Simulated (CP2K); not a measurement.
Two runs for the O K edge of methoxypyrazine. Run A: CP2K XAS_TDP, all-electron GAPW, PBEh(45%), aug-cc-pVDZ, TDA, no relativity. Run B differs in one setting.

First lines with a strength over 0.0015. A:

```tsv
atom	energy (eV)	states	strength, one atom
O2 (bonded to 2 C)	530.80	1	0.0103
	531.75	1	0.0025
	532.27	1	0.0236
	533.71	1	0.0031
	534.01	1	0.0055
```

B:

```tsv
atom	energy (eV)	states	strength, one atom
O2 (bonded to 2 C)	535.42	1	0.0103
	536.36	1	0.0024
	536.89	1	0.0234
	538.33	1	0.0031
	538.63	1	0.0055
```

**Question.** Which was it: GW2X switched on, scalar relativity switched on, the basis, the functional?

GW2X switched on. GW2X shifts an atom's lines together and keeps their spacings. Against PBEh(45%) in aug-cc-pVDZ, the leading line moves by +4.62 eV, to 535.42 eV.

[Banner, clock and machine lines of the logs are left out without a mark of their own.]

[Logs are printed without paths, hosts, clocks, repeated set-up lines and the standing remarks that a program may print on its own settings, such as how far it seeks lower states.]

[Hosts, paths, dates, database ids (printed as entryN), source tags and the programs' standing remarks are cut or masked in the printed files.]
